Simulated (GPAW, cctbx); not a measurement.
# By hand: from a DFT structure factor to an extinction distance in Cd4Se3S

Cd4Se3S, P-43m (no. 215), a = 6.1191 Å, b = 6.1191 Å, c = 6.1191 Å, α = 90.00°, β = 90.00°, γ = 90.00°.

| atom | mult. | x | y | z |
| --- | --- | --- | --- | --- |
| Cd1 | 4 | 0.2560 | 0.2560 | 0.7440 |
| Se1 | 3 | 0 | 0 | 1/2 |
| S1 | 1 | 1/2 | 1/2 | 1/2 |

The cell is our own: ordered zincblende alloy in the eight-atom cube, 3 of 4 S sites given to Se.

A DFT run (GPAW, PBE, 600 eV, 4×4×4 k-points, Fermi–Dirac width 0.02 eV) gives the static X-ray structure factor of 020 as 65.340 e for the conventional cell; superposed free atoms give 66.070 e. **Problem.** Find the Fourier component V of the crystal potential and the two-beam extinction distance at 80 kV in both cases.

### 1. Geometry

The cell volume is Ω = 229.12 Å³ and d(020) = 3.0596 Å, so g = 1/d = 0.3268 Å⁻¹.

### 2. The nuclei

Electrons feel nuclei as well as electrons, so the nuclear charges are summed with the same phases.

Phase sums Σ exp(2πi h·x), turned so that the total is real and positive: Cd +3.989, Se -3.000, S -1.000. Then F_Z = 48 × (+3.989) + 34 × (-3.000) + 16 × (-1.000) = 73.45 e. The electron term has the same sign for this reflection.

### 3. Mott–Bethe

Poisson's equation, term by term, gives V = (e/4πε₀)(F_Z − F)/(πΩg²), with e/4πε₀ = 14.3996 V Å.

The prefactor is 14.3996 × 3.0596²/(π × 229.12) = 0.18727 V per electron. Free atoms: (73.45 − 66.070) × 0.18727 = 1.382 V. Crystal: (73.45 − 65.340) × 0.18727 = 1.519 V. F changes by -1.10 % and V by +9.9 %: the same 0.73 e is measured against F_Z − F = 7.4 e in place of F = 66.1 e.

### 4. Extinction distance

In the two-beam case ξ = 1/(λU) with U = 2γm₀eV/h², that is ξ = 150.41 V Å²/(γλV).

At 80 kV, λ = 0.04176 Å and γ = 1.1566. Free atoms: ξ = 2253 Å. Crystal: ξ = 2050 Å. The thickness fringes go as sin²(πt/ξ), so the two patterns slip by a quarter of a period when t|1/ξ₁ − 1/ξ₀| = 1/4, at t ≈ 570 nm. Thermal motion, absorption and many-beam coupling, left out here, change a real pattern.

### 5. Answer

V(020) is 1.52 V against 1.38 V, and ξ is 2050 against 2253 Å. Limits: static atoms, two beams.
